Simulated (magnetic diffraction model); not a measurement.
# TmTi₂Ge₂: what an assumed order does to the neutron pattern

Space group I4/mmm (no. 139), a = 4.1660 Å, c = 10.3770 Å.

| site | atom | x | y | z |
| --- | --- | --- | --- | --- |
| 2a | Tm | 0 | 0 | 0 |
| 4e | Ge | 1/2 | 1/2 | 0.1277 |
| 4d | Ti | 1/2 | 0 | 1/4 |

The compound is invented for this exercise: a known structure type with other elements, its cell scaled to their sizes and not relaxed.

Only Tm is taken to order (form factors of Tm3+); orders and moment sizes are assumed, and not adapted to the symmetry. Radiation: neutrons of λ = 4.2 Å, 3° to 100°; isotropic B of 0.34 Å² (Tm), 0.39 Å² (Ge) and 0.41 Å² (Ti). The intensities are simulated: I ∝ L Σ (|F_N|² + |F_M⊥|²) for unpolarised neutrons, with F_M = 2.695 fm/μB × Σ f(s) S exp(2πi Q·r) exp(−B s²) at Q = H ± k (one set where k and −k are equivalent), only the part normal to Q counting and L = 1/(sin²θ cos θ). For collinear order S is the moment m, which repeats by lattice and centring translations R with the sign exp(−2πi k·R). Form factors are spin-only for 3d ions and dipole or tabulated for f ions, scattering lengths are Sears's of 1992, and absorption is left out. A label names one of the reflections at its angle. The strongest nuclear line in the range is 100, and lines under 0.2 are left out.

Assume the order k = (1/2 1/2 0), collinear moments along [100], 1.95 μB on Tm.

Q: Where does magnetic intensity appear, and how strong is it?

```tsv
2θ (°)	index	nuclear	magnetic
41.76	(1/2 1/2 0)	0.0	2.2
47.75	(0 0 2)	23.6	0.0
48.40	(1/2 -1/2 1)	0.0	4.1
65.27	(1/2 1/2 2)	0.0	3.1
65.80	(1 0 1)	5.8	0.0
89.50	(1/2 -1/2 3)	0.0	2.2
90.94	(1 1 0)	100.0	0.0
```

The strongest magnetic line in the range is (1/2 -1/2 1) at 48.40° (4.1). On top of the Lorentz factor, which all lines share, magnetic lines fade with angle because f falls: for Tm3+ it is 0.97, 0.87, 0.75 and 0.49 at sin θ/λ = 0.1, 0.2, 0.3 and 0.5 Å⁻¹, while nuclear lengths stay constant. The order has no net moment.

[Logs are printed without paths, hosts, clocks, repeated set-up lines and the standing remarks that a program may print on its own settings, such as how far it seeks lower states.]
